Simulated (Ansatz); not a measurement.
**Lattice dynamics of Ba(110) slab, 5 layers**

Wanted: vibrations and spectra of Ba(110) slab, 5 layers; the cell is already relaxed. After the zone centre comes a 2×2×1 q mesh on a 8×8×1 k mesh.

Method: DFT LDA, scalar-relativistic, plane waves, PAW, in Ansatz 0.2.0.

## (1) Set-up

The cell holds 5 atoms: 5 Ba. Cell: a = 4.127 Å, b = 4.127 Å, c = 52.197 Å, α = 90.0°, β = 90.0°, γ = 67.8°. Vacuum lies along c.

## (2) Linear response at the zone centre

The cell comes from relaxations at this level that are not shown. The zone centre comes first: it holds the modes that light can see, as far as symmetry allows. No field response is asked, since the mesh shows no gap.

Input file input.yaml:

```yaml
crystal:
  lattice:
    - [2.3015134773, 3.4258914366, 0.0]
    - [-2.3015134773, 3.4258914366, 0.0]
    - [0.0, 0.0, 52.1974011064]
  atoms:
    - { symbol: Ba, position: [0.0, 0.0, 0.1311883951] }
    - { symbol: Ba, position: [0.5, 0.5, 0.1954043717] }
    - { symbol: Ba, position: [0.0, 0.0, 0.2605369178] }
    - { symbol: Ba, position: [0.5, 0.5, 0.3256694639] }
    - { symbol: Ba, position: [0.0, 0.0, 0.3898854405] }
  periodic: [true, true, false]
kpoints:
  mp_grid: { grid: [8, 8, 1] }
hamiltonian:
  xc: lda
scf:
  occupations: { method: methfessel_paxton, width: 0.15 }
output:
  eigenvalues: true
phonons:
  method: dfpt
```

On the command line:

```sh
$ ansatz run input.yaml --threads 8 --pin off --max-ram 14336MiB --backend cpu --events-out ev --progress --plain --runs-dir out
```

Numbers of over 12 decimals in the logs are rounded to 6 here.

What it wrote:

```text
Warning: crystal.symmetry: narrowed to the stabiliser of the run's FFT grids — unitary ops 8 → 4. A phonons.method: dfpt run fills in the rows of the dynamical matrix that it does not solve by its symmetry operations, which is exact only for operations that map its FFT grids onto themselves: filled in by any other, the frequencies could depend on the order in which like atoms are typed, or, by more than the grids' own error, on where the crystal sits among the grids' points. Excluded: 4 operations. The run can therefore solve more perturbations, solve them on more k-points, or both, and cost more. [rest of the remark cut]
Engine: ansatz 0.2.0, aarch64-unknown-linux-gnu
Pseudopotentials: kind: paw
Pseudopotential: Ba, paw, valence charge 10, recommended cutoff 420 eV (normal), Ba.paw.azcp
Functional definition: SPW92
  exchange = slater_x
  correlation = pw_c
Crystal: 5 atoms, lattice volume = 823.125 Å³
Basis set: ecut = 420 eV, 16003 PW (Γ), exchange–correlation on 60×60×720 points (8 copies of the dense FFT grid, shifted against one another)
Bands: 30, of which v1, the nominal top of the filled ones, is band 25 counted from 1 (24 counted from 0)
Symmetry: 8 space group operations
k-points: 21 of 64 (irreducible under 4 space group operations)
Non-local potential: Ba, projectors of the file, l = 0: 3, l = 1: 2, l = 2: 2, l = 3: 2
PAW form: soft (Blöchl's): semilocal exchange-correlation on the pseudo side does not see the compensation charge
PAW frozen core: Ba, regenerated for the run's functional, and the local potential with it (the file was generated under x = pbe(κ = 0.804, μ = 0.219515), c = pbe(β = 0.066725))
PAW one-centre angular grid: Ba, 194 points (default); XC on 64 Gauss nodes
Initial density: superposition of atomic densities (neutral atoms: chi_scale 0, normalization atom), corrected by the library's trained network
Initial wavefunctions: pseudopotential atomic-orbital guess
Functional: x = slater, c = lda
SCF iter   1: F=—  HF=-28897.104186 eV  |F-HF|=—  |Δ(HF+E_count)|=         —  Δρ=2.07e-3  dr2=3.09e-2  ethr=1.77e-3  ⟨swp⟩=21.7  Hψ=14348  notcnv=0
automatic band count: the SCF goes on with 35 bands, as 30 were too few: they end inside the smearing window of the response
preconditioner: auto → LDOS  [metal: Δε(μ)=0.021 eV  Ē_g=1.623 eV  σ=0.150 eV  W_gap=0.12  n_scr=56 (ndim 8)  ℏωp=4.1 eV  f_vac=0.629  D(μ)=4.56/eV (n_scr^D=16)  β→1.0]
SCF iter   2: F=—  HF=-28897.104672 eV  |F-HF|=—  |Δ(HF+E_count)|=   4.86e-4  S|Δr|=    0.00e0  Δρ=4.90e-4  dr2=4.46e-3  ethr=6.18e-5  ⟨swp⟩=2.9  Hψ=1486  notcnv=0  defer=7
SCF iter   3: F=—  HF=-28897.103863 eV  |F-HF|=—  |Δ(HF+E_count)|=   8.09e-4  S|Δr|=    0.00e0  Δρ=1.50e-4  dr2=9.53e-4  ethr=8.91e-6  ⟨swp⟩=3.5  Hψ=1727  notcnv=0  defer=7
SCF iter   4: F=—  HF=-28897.103860 eV  |F-HF|=—  |Δ(HF+E_count)|=   3.36e-6  S|Δr|=    0.00e0  Δρ=8.22e-5  dr2=1.72e-4  ethr=1.91e-6  ⟨swp⟩=1.3  Hψ=722  notcnv=0  defer=7
SCF iter   5: F=—  HF=-28897.103845 eV  |F-HF|=—  |Δ(HF+E_count)|=   1.49e-5  S|Δr|=    0.00e0  Δρ=2.24e-5  dr2=6.24e-6  ethr=3.44e-7  ⟨swp⟩=3.0  Hψ=1314  notcnv=0  defer=7
SCF iter   6: F=—  HF=-28897.103844 eV  |F-HF|=—  |Δ(HF+E_count)|=   1.00e-6  S|Δr|=    0.00e0  Δρ=8.16e-6  dr2=2.14e-6  ethr=1.25e-8  ⟨swp⟩=3.3  Hψ=1562  notcnv=0  defer=7
SCF iter   7: F=—  HF=-28897.103978 eV  |F-HF|=—  |Δ(HF+E_count)|=   1.34e-4  S|Δr|=    0.00e0  Δρ=1.45e-6  dr2=5.45e-8  ethr=4.29e-9  ⟨swp⟩=2.4  Hψ=1187  notcnv=0  defer=3
SCF iter   8: F=—  HF=-28897.103978 eV  |F-HF|=—  |Δ(HF+E_count)|=   2.38e-8  S|Δr|=    0.00e0  Δρ=4.94e-7  dr2=9.93e-9  ethr=1.09e-10  ⟨swp⟩=3.4  Hψ=1500  notcnv=0  defer=3
SCF iter   9: F=—  HF=-28897.103978 eV  |F-HF|=—  |Δ(HF+E_count)|=   2.90e-9  S|Δr|=    0.00e0  Δρ=1.19e-7  dr2=4.66e-10  ethr=1.99e-11  ⟨swp⟩=1.8  Hψ=906  notcnv=0  defer=3
SCF iter  10: F=—  HF=-28897.103978 eV  |F-HF|=—  |Δ(HF+E_count)|=  1.46e-10  S|Δr|=    0.00e0  Δρ=2.80e-8  dr2=1.02e-11  ethr=1.00e-12  ⟨swp⟩=3.5  Hψ=1482  notcnv=0  defer=2
SCF iter  11: F=-28897.103978 eV  HF=-28897.103978 eV  |F-HF|=7.64e-11  |Δ(HF+E_count)|=  4.00e-11  S|Δr|=    0.00e0  Δρ=8.61e-9  dr2=1.52e-12  ethr=1.00e-12  ⟨swp⟩=19.0  Hψ=5156  notcnv=0
SCF 1 converged in 11 iterations: F = -28897.103978 eV  dr2 = 1.52e-12
  greatest PAW one-centre occupation: 0.961 electrons in one spin orbital (limit 2), on the Ba atom at site 2 (counted from 0), in its partial waves of l = 0
DFPT response loops at Γ: preconditioner auto → none (partly filled bands, converged f_vac=0.631); β = 0.50; Broyden in place of MSR1
SCF converged after 11 iterations
Stability not checked: this state was not tested for a lower state beside it, because cold or Methfessel-Paxton smearing, or corrected tetrahedra, fill the levels in a way that the test cannot read (fill_not_monotonic; see scf.lower_state_search)
Free energy (F): -28897.103978 eV
Harris-Foulkes:  -28897.103978 eV  (|F-HF|=7.64e-11)
Internal energy: -28897.113195 eV  (E = F + TS)
E sigma→0 (E₀):  -28897.106282 eV
Entropy (-TS):   0.009217 eV (1.843 meV/atom)
Fermi energy:    -2.590023 eV
--- Per-component energies (eV) ---
  E_band       = -839.979884
  E_kinetic    = 837.195522
  E_local      = -109183.341064  (includes V_loc(G=0)·N_el)
  E_nonlocal   = 302.233358
  E_hartree    = 54033.962548
  E_xc         = -827.434661
  E_vxc        = -670.365773  (∫ρ·V_xc dr)
  E_paw        = -25288.975676  (= ΣΔE_a)
  E_vpaw       = -193.627173  (= ΣTr[D̂ρ^β])
  E_aug_tail   = -0.000011  (compensation charges beyond the density's cutoff)
  E_ewald      = 51227.834210
  E_core_change = 1.412578  (= ΣΔE_core)
  E_smearing   = 0.009217  (= −TS)
  E_closure    = 0.000000  (closes the sum)
  Σ components = -28897.103978   (vs F -28897.103978, Δ=0.00e0)
--- Band table (eV; the first three rows and the last of 21) ---
  k-point 0: bands = [... 21 lower, -4.9350, -4.4228, -3.9296, -3.6600, -2.2136, -2.1867, -1.7083 (-1.7083°), -1.6124 (-1.6124°), ... 6 higher]
  k-point 1: bands = [... 21 lower, -4.6809, -4.1808, -3.6758, -3.3852, -2.1698, -2.1316, -1.7570 (-1.7570°), -1.6918 (-1.6918°), ... 6 higher]
  k-point 2: bands = [... 21 lower, -4.0800, -3.6818, -3.2168, -2.8257, -2.1582, -2.1179, -1.9137, -1.8934, ... 6 higher]
  k-point 20: bands = [... 21 lower, -3.2961, -3.2643, -3.2596, -3.0777, -2.9904, -2.9786, -2.4207, -1.6790, ... 6 higher]
  ° read free of the cell's end (the report's vacuum.weakly_bound_levels)
--- Phonons (Γ-DFPT): 15 representative perturbations + reference, on 21 of 64 k-points (Σ response iterations 50) ---
  ASR residual: 5.754e-5 → 0.000e0 eV/Å²; symmetrization residual: 2.862e-5 eV/Å²
  The last average, over the group as it would stand without the narrowing to the FFT grids, took up to 4.970e-6 eV/Å² of the zone centre's force constants
  ASR residual per site (eV/Å²): 2.23e-5 5.10e-5 4.95e-5 5.75e-5 3.33e-5
  Γ frequencies (cm⁻¹): 0.00 0.00 0.00 7.46 13.79 15.38 16.85 17.57 23.86 32.48 43.56 46.69 50.84 67.54 79.43
  non-analytic LO–TO correction: not included (Born effective charges unavailable; polar crystals: no LO–TO splitting at Γ)
```

It took 2.5 min on 8 threads of Arm Neoverse V2, shared host; peak memory 3.4 GiB.

Numbers from this step:

```yaml
gap_on_the_k_mesh: 0 eV
sum_rule_residual_before_enforcement: 5.75e-5 eV/Å²
point_group: mmm
area_per_atom: 3.154 Å²
highest_optical_mode_at_the_zone_centre_no_lo_to_term: 79.43 cm⁻¹
lowest_optical_zone_centre_mode: 7.46 cm⁻¹
```

Patterns of degenerate modes are one choice out of their space. Modes at Γ:

| mode | frequency (cm⁻¹) | symmetry |
| --- | --- | --- |
| 1 | 0.0 | acoustic |
| 2 | 0.0 | acoustic |
| 3 | 0.0 | acoustic |
| 4 | 7.5 | B3g |
| 5 | 13.8 | B2u |
| 6 | 15.4 | B3g |
| 7 | 16.9 | B2g |
| 8 | 17.6 | B2u |
| 9 | 23.9 | Ag |
| 10 | 32.5 | B3u |
| 11 | 43.6 | B2g |
| 12 | 46.7 | B1u |
| 13 | 50.8 | B3u |
| 14 | 67.5 | Ag |
| 15 | 79.4 | B1u |

Displacements in mode 5 (13.8 cm⁻¹), the largest set to 1:
```
Ba1  0.00 -0.77  0.00
Ba2  0.00  0.27  0.00
Ba3  0.00  1.00  0.00
Ba4  0.00  0.27  0.00
Ba5  0.00 -0.77  0.00
```

Displacements in mode 15 (79.4 cm⁻¹), the largest set to 1:
```
Ba1  0.00  0.00  0.38
Ba2  0.00  0.00 -0.88
Ba3  0.00  0.00  1.00
Ba4  0.00  0.00 -0.88
Ba5  0.00  0.00  0.38
```

Before it was imposed, the acoustic sum rule was missed by 5.8e-5 eV/Å². Small misses are needed for a sound result but don't prove that mesh and cutoff are converged. The lowest optical mode is real, 7.5 cm⁻¹.

## (3) Phonons on a q mesh

Stability and thermal properties need the whole zone. Linear response on a 2×2×1 q mesh gives force constants as far as a supercell of that size would.

Changes to input.yaml since step 2:

```diff
@@ -22 +22,6 @@
   method: dfpt
+  qmesh: [2, 2, 1]
+  temperatures: { t_max: 1000, t_step: 50 }
+  qpath:
+    path: [[0.0, 0.0, 0.0], [0.5, 0.5, 0.0], [0.63717123, 0.36282877, 0.0]]
+    npoints: 10
```

What it wrote:

```text
[...]
Crystal: 5 atoms, lattice volume = 823.125 Å³
Basis set: ecut = 420 eV, 16003 PW (Γ), exchange–correlation on 60×60×720 points (8 copies of the dense FFT grid, shifted against one another)
Bands: 30, of which v1, the nominal top of the filled ones, is band 25 counted from 1 (24 counted from 0)
Symmetry: 8 space group operations
k-points: 21 of 64 (irreducible under 4 space group operations)
[...]
SCF iter   1: F=—  HF=-28897.104186 eV  |F-HF|=—  |Δ(HF+E_count)|=         —  Δρ=2.07e-3  dr2=3.09e-2  ethr=1.77e-3  ⟨swp⟩=21.7  Hψ=14348  notcnv=0
[...]
SCF iter  11: F=-28897.103978 eV  HF=-28897.103978 eV  |F-HF|=7.64e-11  |Δ(HF+E_count)|=  4.00e-11  S|Δr|=    0.00e0  Δρ=8.61e-9  dr2=1.52e-12  ethr=1.00e-12  ⟨swp⟩=19.0  Hψ=5156  notcnv=0
SCF 1 converged in 11 iterations: F = -28897.103978 eV  dr2 = 1.52e-12
[...]
phonons: the bands overlap, so this run is a metal and interpolates without the dipole-dipole term. If the crystal is really an insulator or semiconductor, its LO-TO splitting is missing
NSCF: frozen V_eff on 21 k-points
[...]
DFPT response loops at q = (0, 0, 0) (fractional): preconditioner auto → none (partly filled bands, converged f_vac=0.631); β = 0.50; Broyden in place of MSR1
[...]
SCF converged after 11 iterations
[...]
Free energy (F): -28897.103978 eV
[...]
Internal energy: -28897.113195 eV  (E = F + TS)
E sigma→0 (E₀):  -28897.106282 eV
Entropy (-TS):   0.009217 eV (1.843 meV/atom)
Fermi energy:    -2.590023 eV
[...]
--- Band table (eV; the first three rows and the last of 21) ---
  k-point 0: bands = [... 21 lower, -4.9350, -4.4228, -3.9296, -3.6600, -2.2136, -2.1867, -1.7083 (-1.7083°), -1.6124 (-1.6124°), ... 6 higher]
  k-point 1: bands = [... 21 lower, -4.6809, -4.1808, -3.6758, -3.3852, -2.1698, -2.1316, -1.7570 (-1.7570°), -1.6918 (-1.6918°), ... 6 higher]
  k-point 2: bands = [... 21 lower, -4.0800, -3.6818, -3.2168, -2.8257, -2.1582, -2.1179, -1.9137, -1.8934, ... 6 higher]
  k-point 20: bands = [... 21 lower, -3.2961, -3.2643, -3.2596, -3.0777, -2.9904, -2.9786, -2.4207, -1.6790, ... 6 higher]
  ° read free of the cell's end (the report's vacuum.weakly_bound_levels)
--- Phonons (Γ-DFPT): 15 representative perturbations + reference (Σ response iterations 50) ---
  ASR residual: 6.235e-5 → 0.000e0 eV/Å²; symmetrization residual: 2.902e-5 eV/Å²
[...]
ASR residual per site (eV/Å²): 2.36e-5 5.60e-5 3.82e-5 6.23e-5 3.49e-5
[...]
--- Phonons (arbitrary-q DFPT): 3 irreducible q on the 2×2×1 mesh ---
  q = [0.0000, 0.0000, 0.0000] (star 1, of the zone-centre solve; hermiticity 3.32e-5, symmetrization 6.55e-14, taken by the last average 2.86e-6): 0.00 0.00 0.00 7.46 13.79 15.38 16.85 17.57 23.86 32.48 43.56 46.69 50.84 67.54 79.43
  q = [0.0000, -0.5000, 0.0000] (star 2, 15 solved perturbations on 34 of 64 k-point pairs; hermiticity 2.52e-5, symmetrization 4.62e-8, taken by the last average 5.26e-6): 28.12 28.24 30.48 32.85 38.87 49.70 50.01 53.45 54.52 56.17 76.99 77.21 80.93 82.49 85.53
[...]
sum rule: each row above includes the acoustic sum rule's correction from the zone centre's row sums; it moved no ω² by more than (0.35 cm⁻¹)²
  mesh force constants: q→R imaginary residual 1.15e-17; ASR residual 6.235e-5 → 0.000e0 eV/Å²; symmetrization residual 1.776e-15 eV/Å²
  interpolated dispersion: 21 rows × 15 modes
  density of states and harmonic sums: on the 16×16×1 q-mesh, interpolated from the force constants of a 2×2×1 supercell (no non-analytic term)
  largest difference from the sums on the solved wave vectors: F 1.19e-1 eV, S 1.82e-4 and C_V 6.29e-5 eV/K
  zero-point energy: 0.048537 eV/cell   skipped modes (ω ≤ 0): 4, of them read as no rigid motion or as one in doubt: 1 (7.812e-3 modes/cell left out, lowest -2.11 cm⁻¹)   left out of the sums: 1.30e-3 of the cell's modes: C_V's classical limit lies that fraction below 3 k_B per atom; for a crystal, a wire or a layer, F and S can be off by more, and a phonons.interpolated_qmesh denser along its periods is the remedy for the sampling
```

It took 9.5 min on 8 threads; peak memory 4.2 GiB.

This step gave:

```
sum-rule residual before enforcement                    : 6.23e-5 eV/Å²
lowest frequency on the path                            : -2.632 cm⁻¹
highest frequency on the path or at a solved wavevector : 85.53 cm⁻¹
mean frequency                                          : 52.3 cm⁻¹
lowest mode on the q mesh (acoustic modes at Γ apart)   : 7.46 cm⁻¹
zero-point energy per atom                              : 9.71 meV
heat capacity at 300 K                                  : 24.76 J/(mol atoms K)
vibrational entropy at 300 K                            : 61.61 J/(mol atoms K)
```

Frequencies (cm⁻¹) solved at each irreducible wavevector; negative means imaginary. Frequencies by wavevector, by row:

| q in reciprocal lattice units | star | mode 1 | mode 2 | mode 3 | mode 4 | mode 13 | mode 14 | mode 15 |
| --- | --- | --- | --- | --- | --- | --- | --- | --- |
| 0 0 0 | 1 | 0 | 0 | 0 | 7.5 | 50.8 | 67.5 | 79.4 |
| 0 -0.5 0 | 2 | 28.1 | 28.2 | 30.5 | 32.9 | 80.9 | 82.5 | 85.5 |
| -0.5 -0.5 0 | 1 | 16.7 | 22.2 | 39.1 | 52.5 | 79.2 | 84 | 85 |

Interpolated from a 2×2×1 q mesh, rough between the solved points. The phonon branches at the labelled points (cm⁻¹):

| point | branch 1 | branch 2 | branch 3 | branch 4 | branch 12 | branch 13 | branch 14 | branch 15 |
| --- | --- | --- | --- | --- | --- | --- | --- | --- |
| Γ | 0 | 0 | 0 | 8 | 47 | 51 | 68 | 79 |
| halfway | 12 | 22 | 37 | 40 | 60 | 62 | 65 | 76 |
| Y | 17 | 22 | 39 | 52 | 76 | 79 | 84 | 85 |
| halfway | 23 | 25 | 37 | 53 | 75 | 78 | 82 | 83 |
| C0 | 31 | 33 | 37 | 49 | 75 | 76 | 76 | 77 |

Tetrahedra on a 16×16×1 mesh, mean over bins of 1 cm-1. Interpolated from a 2×2×1 q mesh, rough between the solved points. Table of phonon density of states by wavenumber; read off at these points:

wavenumber (cm⁻¹), phonon density of states (1/cm⁻¹/cell) and a bar:
```
     -2.5      0.000 
      0.5      0.004 
      3.5      0.007 
      6.5      0.013 #
      9.5      0.020 #
     12.5      0.033 ##
     15.5      0.053 ####
     18.5      0.076 #####
     21.5      0.118 ########
     22.5      0.218 ##############
     24.5      0.157 ##########
     27.5      0.188 ############
     30.5      0.225 ###############
     33.5      0.246 ################
     36.5      0.225 ###############
     39.5      0.226 ###############
     43.5      0.206 ##############
     46.5      0.203 #############
     49.5      0.244 ################
     52.5      0.265 ##################
     55.5      0.274 ##################
     57.5      0.289 ###################
     58.5      0.273 ##################
     61.5      0.211 ##############
     64.5      0.186 ############
     67.5      0.242 ################
     70.5      0.215 ##############
     71.5      0.256 #################
     73.5      0.226 ###############
     75.5      0.452 ##############################
     76.5      0.437 #############################
     79.5      0.237 ################
     82.5      0.096 ######
     85.5      0.012 #
```

Harmonic thermodynamic functions per atom, from the density of states. Interpolated from a 2×2×1 q mesh, rough between the solved points. Thermodynamic functions, by row:

| T (K) | F_vib (meV/atom) | S (J/mol-atom/K) | C_V (J/mol-atom/K) |
| --- | --- | --- | --- |
| 0 | 9.71 | 0 | 0 |
| 100 | -8.91 | 34.82 | 23.64 |
| 200 | -54.64 | 51.6 | 24.58 |
| 300 | -113.7 | 61.61 | 24.76 |
| 400 | -181.4 | 68.75 | 24.83 |
| 500 | -255.6 | 74.29 | 24.86 |
| 600 | -335 | 78.82 | 24.87 |
| 700 | -418.8 | 82.66 | 24.88 |
| 800 | -506.2 | 85.98 | 24.89 |
| 900 | -596.9 | 88.91 | 24.89 |
| 1000 | -690.4 | 91.54 | 24.9 |

Symmetry leaves 3 wavevectors to solve. The lowest mode among them, the acoustic zeros apart, lies at Γ and is real, 7.5 cm⁻¹.

## (4) Results

```
space group (within 0.01 Å)                             : Cmmm
area per atom                                           : 3.15 Å²
electronic character                                    : no gap on this mesh
highest optical mode at the zone centre (no LO-TO term) : 79.4 cm⁻¹
lowest optical zone-centre mode                         : 7.5 cm⁻¹
lowest mode on the q mesh (acoustic modes at Γ apart)   : 7.5 cm⁻¹
highest frequency on the path or at a solved wavevector : 85.5 cm⁻¹
zero-point energy per atom                              : 9.71 meV
heat capacity at 300 K                                  : 24.8 J/(mol atoms K)
vibrational entropy at 300 K                            : 61.6 J/(mol atoms K)
imaginary modes on the 2×2×1 q mesh                     : none
```

The structure is a minimum as far as tested: no mode is imaginary at the 3 irreducible wavevectors of the 2×2×1 mesh, and the softest away from the acoustic zeros lies at 7 cm⁻¹. The optical modes at Γ span 7 to 79 cm⁻¹. The q mesh stands for a supercell only 8.3 Å across, so branches between the solved wavevectors are rough. With no gap, or one that is small against the smearing, the frequencies hang on the k mesh and the smearing, most of all near Kohn anomalies. In a sheet or slab the interpolated bending branch near Γ is rough, since the rotational sum rule isn't imposed. An optical mode within 15 cm⁻¹ of zero is at the mercy of small errors in the force constants, and even its sign is uncertain. Spin-orbit coupling is left out, which can matter for the heavy elements here. The starting cell was built on a prototype and not taken from a measurement. These are harmonic frequencies at zero temperature: anharmonic shifts, linewidths and thermal expansion are left out.

[Logs are printed without paths, hosts, clocks, repeated set-up lines and the standing remarks that a program may print on its own settings, such as how far it seeks lower states.]

[Hosts, paths, dates, database ids (printed as entryN), source tags and the programs' standing remarks are cut or masked in the printed files.]
